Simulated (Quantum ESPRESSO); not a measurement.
# λ and ρ(T) of Nb (Im-3m) from pw.x, ph.x and EPW, part 3 of 4

Aim: the electron–phonon coupling and the phonon-limited resistivity of Nb (Im-3m), by Wannier interpolation to fine meshes.

Quantum ESPRESSO 7.5; DFT LDA, scalar-relativistic, plane waves, PseudoDojo 0.4.1 norm-conserving pseudopotentials.

So far. Step 3 (Ground state): The Fermi level lies at 18.70 eV and the pressure is -0.053 GPa. Step 4 (Phonons on the coarse mesh): The lowest mode off the zone centre lies at 33.1 cm⁻¹ and the highest of all solved modes at 220 cm⁻¹, so the solved wavevectors are stable. The acoustic modes at the centre lie within 4.7 cm⁻¹ of zero before the sum rule is imposed.

### 7. Wannier functions and couplings

Projections Nb s, p, d start 9 Wannier functions; states up to 2.5 eV over the Fermi level are frozen, and the projected functions are kept without the localisation step. Hamiltonian, force constants and couplings go to real space.

epw1.in reads:

```
--
 &inputepw
    prefix='x',
    outdir='./tmp',
    dvscf_dir='./save',
    elph=.true.,
    etf_mem=1,
    nbndsub=9,
    bands_skipped='exclude_bands = 1-4',
    use_ws=.true.,
    vme='wannier',
    asr_typ='crystal',
    nk1=12,
    nk2=12,
    nk3=12,
    nq1=6,
    nq2=6,
    nq3=6,
    amass(1)=92.9064,
    epwwrite=.true.,
    epwread=.false.,
    wannierize=.true.,
    num_iter=0,
    dis_win_max=58.7,
    dis_froz_max=21.199,
    proj(1)='Nb:s;p;d',
    wdata(1)='dis_num_iter = 600',
    wdata(2)='guiding_centres = .true.',
    wdata(3)='num_print_cycles = 50',
    wdata(4)='dis_mix_ratio = 0.7',
    band_plot=.true.,
    filkf='path.dat',
    filqf='path.dat',
    fsthick=100.0,
    efermi_read=.true.,
    fermi_energy=18.6986,
 /
```

Command:

```bash
OMP_NUM_THREADS=1 mpirun -n 16 epw.x -nk 16 -in epw1.in > epw1.out
```

The log of the run:

```text
[the first part of the log is left out]
     Number of WS vectors for phonons      259
     Number of WS vectors for electron-phonon      259
     Maximum number of cores for efficient parallelization      259
     Inside velocity step 1
     Velocity matrix elements calculated
     Writing Hamiltonian, Dynamical matrix and EP vertex in Wann rep to file
     ===================================================================
     Memory usage:  VmHWM =      1024Mb
                   VmPeak =      1620Mb
     ===================================================================
     Using q-mesh file: path.dat
     WARNING: q-point weigths do not add up to 1 [loadqmesh_serial]
     Size of q point mesh for interpolation:         72
     Using k-mesh file: path.dat
     WARNING: k-point weigths do not add up to 1 [loadkmesh_para]
     Size of k point mesh for interpolation:         72
     Fermi energy coarse grid =  18.698553 eV
     ===================================================================
     Fermi energy is read from the input file: Ef =  18.698600 eV
     ===================================================================
     Skipping    4 occupied bands:
     The Fermi level will be determined with   5.00000 electrons
              ibndmin =     1  ebndmin =    12.735 eV
              ibndmax =     9  ebndmax =    47.634 eV
     Number of ep-matrix elements per pool :         1215 ~=    9.49 Kb (@ 8 bytes/ DP)
     We only need to compute       72 q-points
     ===================================================================
     Memory usage:  VmHWM =      1024Mb
                   VmPeak =      1620Mb
     ===================================================================
```

Run time: 27 min. Hardware: 16 MPI ranks of Arm Neoverse V1, shared host.

Numbers from this step:

```yaml
r_m_s_error_of_the_interpolated_bands_from_2_ev_under_to_1_ev_over_the_fermi_level: 3.3 meV
largest_error_in_that_range: 11.3 meV
lowest_interpolated_frequency_on_the_path: 0 cm⁻¹
```

The electronic bands at the labelled points (eV, zero at the Fermi level; # counts the bands kept):

```tsv
point	#1	#2	#3	#4	#5	#6
Γ	-5.96	0.36	0.36	0.36	3.42	3.42
0.53 of the way	-2.30	-1.52	1.21	1.21	2.90	5.15
H	-3.99	-3.99	6.00	6.00	6.00	9.55
halfway	-2.92	-1.87	0.87	1.85	6.40	8.54
N	-3.90	-1.79	2.63	3.49	4.21	6.84
halfway	-3.98	-0.85	-0.07	2.85	2.89	3.59
Γ	-5.96	0.36	0.36	0.36	3.42	3.42
0.47 of the way	-3.21	-1.08	-1.08	3.40	3.40	4.42
P	-1.07	-1.07	-1.07	4.36	4.36	9.93
0.47 of the way	-1.64	-1.45	-1.45	3.99	3.99	10.96
H	-3.99	-3.99	6.00	6.00	6.00	9.55
```

The same for Wannier interpolation:

```tsv
point	#1	#2	#3	#4	#5	#6
Γ	-5.96	0.36	0.36	0.36	3.89	3.89
H	-3.99	-3.99	6.00	6.00	6.00	11.84
N	-3.90	-1.79	2.63	3.61	4.39	6.84
Γ	-5.96	0.36	0.36	0.36	3.89	3.89
P	-1.07	-1.07	-1.07	4.36	4.36	9.93
H	-3.99	-3.99	6.00	6.00	6.00	11.84
```

The first set of electronic bands as a text plot (rows in eV, shown from -6.0 to 8.0 only):

```
    7.7 |                                        *
    7.1 |          *        *
    6.5 |         *       *******               *
    6.0 |        *   *****       *                              *
    5.4 |       *   *  *      *   *            *              ***
    4.8 |    ***   *           *                             *
    4.2 |   *    ** *   *       ****              ***********  *
    3.6 |***       *    *       ***********   ****
    3.1 |**     * *      *    **   ******  ****               *
    2.5 |  *   *         **  *  *            *
    1.9 |   * *  *        ***  * *   *      *                *
    1.3 |    *  *             *   *   *
    0.7 | ******           * *     *   *  **
    0.1 |****                       ********
   -0.4 |     *             *        **     **     *   **   *
   -1.0 |      *             *      *         **  * ***  * *
   -1.6 |       *          *  ******            ****  *   **
   -2.2 |       **                              *      ***  *
   -2.8 |      * ***     ***                   *
   -3.3 |     *    **   *** **                               **
   -3.9 |    *       ***      *******         *                **
   -4.5 |                            *       *
   -5.1 |  **                         **    *
   -5.7 |**                             ****
         Γ            H         N        Γ           P          H
```

Phonon branches along the path, in cm⁻¹:

```tsv
point	branch 1	branch 2	branch 3
Γ	0	0	0
0.53 of the way	119	119	207
H	220	220	220
halfway	139	194	195
N	139	165	184
halfway	61	98	137
Γ	0	0	0
0.47 of the way	77	77	160
P	167	167	167
0.47 of the way	101	178	178
H	220	220	220
```

The phonon branches as a text plot (rows in cm⁻¹):

```
    215 |           *****                                     ***
    206 |      **  *     **                                  * *
    197 |     *  *  *   * **                     *            *
    188 |         **        ****                * *         *
    179 |    *           *  *   **             *   *     *** *
    169 |        *           ***  *                 *****
    160 |                       *  *               ** *
    151 |                 *      *                     *
    142 |                  *   **             *
    133 |                    **  ** *             *     *   *
    124 |   *               *      * *       *
    114 |       *                                *       * *
    105 |                          *  *     *             *
     96 |  *   *                    *           *
     87 |                              *       *
     78 |                            *
     69 |     *                               *
     60 | *                         * *    * *
     50 |    *                              *
     41 |   *                        * *
     32 |* *                          * * *
     23 | *                            *   *
     14 |*                              * *
      5 |                                *
         Γ            H         N        Γ           P          H
```

Near the Fermi level the interpolated bands miss those of pw.x by 3 meV r.m.s. and 11 meV at most, each level matched to the nearest interpolated one; the r.m.s. value is under the 60 meV set for going on.

### 8. Coupling and Tc: fine k 20×20×20, q 10×10×10, width 0.15 eV, window 0.61 eV

The couplings are interpolated to a fine mesh near the Fermi level; their sum gives α²F and λ, and the linearised gap equation gives Tc.

a2f-1.in reads:

```
--
 &inputepw
    prefix='x',
    outdir='./tmp',
    dvscf_dir='./save',
    elph=.true.,
    etf_mem=1,
    nbndsub=9,
    bands_skipped='exclude_bands = 1-4',
    use_ws=.true.,
    vme='wannier',
    asr_typ='crystal',
    nk1=12,
    nk2=12,
    nk3=12,
    nq1=6,
    nq2=6,
    nq3=6,
    amass(1)=92.9064,
    epwwrite=.false.,
    epwread=.true.,
    wannierize=.false.,
    nkf1=20,
    nkf2=20,
    nkf3=20,
    nqf1=10,
    nqf2=10,
    nqf3=10,
    mp_mesh_k=.true.,
    ephwrite=.true.,
    eliashberg=.true.,
    liso=.true.,
    limag=.true.,
    tc_linear=.true.,
    tc_linear_solver='lapack',
    fsthick=0.61,
    degaussw=0.15,
    degaussq=0.5,
    nqstep=500,
    muc=0.13,
    wscut=0.3,
    nsiter=500,
    nstemp=7,
    temps=0.5 1.0 2.0 4.0 8.0 16.0 32.0,
 /
```

Command:

```bash
OMP_NUM_THREADS=1 mpirun -n 16 epw.x -nk 16 -in a2f-1.in > a2f-1.out
```

The log of the run:

```text
[the first part of the log is left out]
            Electron smearing (eV) =    0.150000000000000D+00
                 Fermi window (eV) =    0.610000000000000D+00
     Finish writing .ephmat files
     ===================================================================
     Memory usage:  VmHWM =        80Mb
                   VmPeak =       688Mb
     ===================================================================
     Finish writing dos file x.dos
     Finish writing phdos files x.phdos and x.phdos_proj
     ===================================================================
     Solve isotropic Eliashberg equations
     ===================================================================
     Finish reading freq file
                  Fermi level (eV) =     1.8734724935E+01
     DOS(states/spin/eV/Unit Cell) =     6.4065789617E-01
            Electron smearing (eV) =     1.5000000000E-01
                 Fermi window (eV) =     6.1000000000E-01
     Nr irreducible k-points within the Fermi shell =       157 out of       256
           3 bands within the Fermi window
     Finish reading egnv file
     Max nr of q-points =       705
     Finish reading ikmap files
     Start reading .ephmat files
     Finish reading .ephmat files
     a2f file is not found to estimate initial gap: calculating a2f files
     Finish reading a2f file
     Electron-phonon coupling strength =    1.5550338
     Estimated Tc using McMillan expression =  17.2431 K for muc =   0.1300
     Estimated Tc using Allen-Dynes modified McMillan expression =  19.1989 K
     Estimated Tc using SISSO machine learning model =  20.3435 K
     Estimated w_log =  13.7748 meV
     Estimated BCS superconducting gap using McMillan Tc =   2.6152 meV
     WARNING WARNING WARNING
     The code may crash since tempsmax =   32.000 K is larger than McMillan Tc =    17.243 K
     Start: Solving (isotropic) linearized Eliashberg equation with solver = lapack
     For the first Temp.    0.50  K
       Total number of frequency points nsiw(     1) =   1108
       Cutoff frequency wscut =     0.3001
     Superconducting transition temp. Tc is the one which has Max. eigenvalue close to 1
      -----------------------------------------------------------------
             Temp.       Max.         nsiw     wscut    Nr. of iters
             (K)       eigenvalue    (itemp)   (eV)      to Converge
      -----------------------------------------------------------------
             0.50      6.0436841     1108      0.3001        1
             1.00      5.0791972      554      0.3002        1
             2.00      4.1227427      277      0.3005        1
             4.00      3.1780746      139      0.3021        1
             8.00      2.2522387       69      0.3010        1
            16.00      1.3689549       35      0.3075        1
            32.00      0.6049702       17      0.3032        1
      -----------------------------------------------------------------
     Finish: Solving (isotropic) linearized Eliashberg equation
```

Elapsed: 7.5 min, on 16 MPI ranks; 2 h of CPU time.

This step gave:

* coupling constant λ: 1.555
* log mean phonon energy ħω_log: 13.77 meV
* density of states at the Fermi level: 0.6407 states/eV a spin and cell
* Fermi level on the fine mesh: 18.73 eV

The a2F has structure finer than the step of the table below, so its rows give means over 1 meV, whole bins alone (the curve runs from 0.06 to 29.8 meV). Peaks (meV: height): 7.7: 0.429, 14.0: 0.880, 17.1: 1.13, 18.8: 0.830, 23.3: 1.57.

A2F against phonon energy; means over each step:

phonon energy (meV), a2F and a bar:
```
        1       0.00 
        2       0.01 
        3       0.03 #
        4       0.06 ##
        5       0.12 ###
        6       0.19 #####
        7       0.15 ####
        8       0.37 #########
        9       0.23 ######
       10       0.19 #####
       11       0.22 ######
       12       0.22 ######
       13       0.58 ##############
       14       0.78 ###################
       15       0.61 ###############
       16       0.91 #######################
       17       1.00 #########################
       18       0.73 ##################
       19       0.70 ##################
       20       0.47 ############
       21       0.48 ############
       22       0.75 ###################
       23       1.21 ##############################
       24       1.13 ############################
       25       0.55 ##############
       26       0.18 ####
       27       0.07 ##
       28       0.00 
       29       0.00
```

λ = 1.56 and ħω_log = 13.8 meV. The eigenvalue passes 1 near 22 K.

### 9. Resistivity: fine k 24×24×24, q 12×12×12, adaptive width, window 0.32 eV

The Boltzmann equation is solved by iteration on a fine mesh; only states within the window around the Fermi level enter.

bte-1.in reads:

```
--
 &inputepw
    prefix='x',
    outdir='./tmp',
    dvscf_dir='./save',
    elph=.true.,
    etf_mem=1,
    nbndsub=9,
    bands_skipped='exclude_bands = 1-4',
    use_ws=.true.,
    vme='wannier',
    asr_typ='crystal',
    nk1=12,
    nk2=12,
    nk3=12,
    nq1=6,
    nq2=6,
    nq3=6,
    amass(1)=92.9064,
    epwwrite=.false.,
    epwread=.true.,
    wannierize=.false.,
    nkf1=24,
    nkf2=24,
    nkf3=24,
    nqf1=12,
    nqf2=12,
    nqf3=12,
    mp_mesh_k=.true.,
    scattering=.true.,
    iterative_bte=.true.,
    epmatkqread=.false.,
    assume_metal=.true.,
    int_mob=.false.,
    carrier=.false.,
    ngaussw=-99,
    mob_maxiter=200,
    broyden_beta=0.7,
    fsthick=0.32,
    degaussw=0.0,
    nstemp=6,
    temps=150 200 273 300 400 500,
    restart=.false.,
    selecqread=.false.,
 /
```

Command:

```bash
OMP_NUM_THREADS=1 mpirun -n 16 epw.x -nk 16 -in bte-1.in > bte-1.out
```

The log of the run:

```text
[the first part of the log is left out]
     =============================================================================================
     Start solving iterative Boltzmann Transport Equation
     =============================================================================================
     Iteration number:         1
     =============================================================================================
       Temp     Fermi        DOS        Population SR                 Conductivity
        [K]      [eV]    [states/Ry] [carriers per cell]               [Ohm.cm]^-1
     =============================================================================================
      150.000  18.7341   0.14102E+02  -0.75495E-14    0.113465E+06    0.000000E+00   -0.881906E-12
                                      -0.22204E-14   -0.529144E-12    0.113465E+06    0.194019E-11
                                      -0.44409E-15   -0.246934E-11    0.881906E-12    0.113465E+06
      200.000  18.7351   0.22154E+02   0.44409E-15    0.880274E+05   -0.485048E-12   -0.529144E-12
                                      -0.31086E-14   -0.132286E-12    0.880274E+05   -0.176381E-12
                                      -0.44409E-15   -0.485048E-12    0.132286E-12    0.880274E+05
      273.000  18.7365   0.19857E+02   0.24425E-14    0.659675E+05   -0.352762E-12    0.661430E-12
                                      -0.66613E-15   -0.176381E-12    0.659675E+05   -0.485048E-12
                                       0.19984E-14   -0.440953E-13    0.440953E-13    0.659675E+05
      300.000  18.7370   0.16014E+02   0.66613E-15    0.603840E+05    0.000000E+00   -0.507096E-12
                                      -0.24425E-14    0.000000E+00    0.603840E+05    0.418905E-12
                                       0.19984E-14   -0.330715E-12    0.661430E-13    0.603840E+05
      400.000  18.7386   0.68412E+01   0.66613E-15    0.461057E+05    0.440953E-13   -0.881906E-13
                                       0.61062E-15    0.220477E-13    0.461057E+05   -0.242524E-12
                                      -0.72164E-15   -0.661430E-13   -0.110238E-12    0.461057E+05
      500.000  18.7403   0.10823E+02  -0.44409E-15    0.374342E+05   -0.110238E-13   -0.661430E-13
                                      -0.44409E-15   -0.143310E-12    0.374342E+05    0.154334E-12
                                      -0.88818E-15   -0.187405E-12    0.110238E-13    0.374342E+05
                                                      0.113465E+06    Max error
     [...]
     Iteration number:        23
     =============================================================================================
       Temp     Fermi        DOS        Population SR                 Conductivity
        [K]      [eV]    [states/Ry] [carriers per cell]               [Ohm.cm]^-1
     =============================================================================================
      150.000  18.7341   0.14102E+02   0.26645E-14    0.114786E+06   -0.970097E-12   -0.705525E-12
                                      -0.88818E-15    0.881906E-13    0.114786E+06    0.705525E-12
                                      -0.26645E-14   -0.970097E-12   -0.881906E-13    0.114786E+06
      200.000  18.7351   0.22154E+02  -0.15543E-14    0.890610E+05   -0.881906E-13   -0.705525E-12
                                       0.11102E-14   -0.617334E-12    0.890610E+05   -0.705525E-12
                                      -0.88818E-15    0.176381E-12   -0.176381E-12    0.890610E+05
      273.000  18.7365   0.19857E+02  -0.66613E-15    0.667532E+05   -0.220477E-12   -0.573239E-12
                                      -0.24425E-14    0.132286E-12    0.667532E+05   -0.485048E-12
                                       0.28866E-14   -0.352762E-12   -0.176381E-12    0.667532E+05
      300.000  18.7370   0.16014E+02  -0.24425E-14    0.611061E+05   -0.132286E-12   -0.308667E-12
                                      -0.11102E-14   -0.220477E-12    0.611061E+05    0.308667E-12
                                       0.15543E-14    0.132286E-12    0.220477E-12    0.611061E+05
      400.000  18.7386   0.68412E+01  -0.13323E-14    0.466606E+05   -0.132286E-12    0.661430E-13
                                       0.77716E-15   -0.154334E-12    0.466606E+05   -0.176381E-12
                                       0.44409E-15    0.176381E-12   -0.176381E-12    0.466606E+05
      500.000  18.7403   0.10823E+02   0.12768E-14    0.378838E+05   -0.220477E-13   -0.881906E-13
                                      -0.17764E-14   -0.881906E-13    0.378838E+05    0.110238E-12
                                      -0.83267E-15   -0.198429E-12    0.000000E+00    0.378838E+05
                                                      0.896689E-06    Max error
```

Run time: 12 min. Hardware: 16 MPI ranks.

Numbers from this step:

```
iterations           : 23
resistivity at 300 K : 16.36 μΩ cm
```

Resistivity, by row:

```tsv
T (K)	rho_xx (μΩ cm)	rho_yy	rho_zz	relaxation-time approximation, mean of the axes (μΩ cm)
150	8.712	8.712	8.712	8.887
200	11.23	11.23	11.23	11.48
273	14.98	14.98	14.98	15.36
300	16.36	16.36	16.36	16.79
400	21.43	21.43	21.43	22.02
500	26.4	26.4	26.4	27.14
```

ρ(300 K) = 16.4 μΩ cm; the relaxation-time start gave 16.8. One mesh does not show convergence. The largest adaptive width printed is 0.56 eV, against a window of 0.32 eV outside which no state is counted.

(Part 3 of 4 ends here.)

[The logs of pw.x and epw.x are selected lines.]

[Logs are printed without paths, hosts, clocks, repeated set-up lines and the standing remarks that a program may print on its own settings, such as how far it seeks lower states.]

[Hosts, paths, dates, database ids (printed as entryN), source tags and the programs' standing remarks are cut or masked in the printed files.]
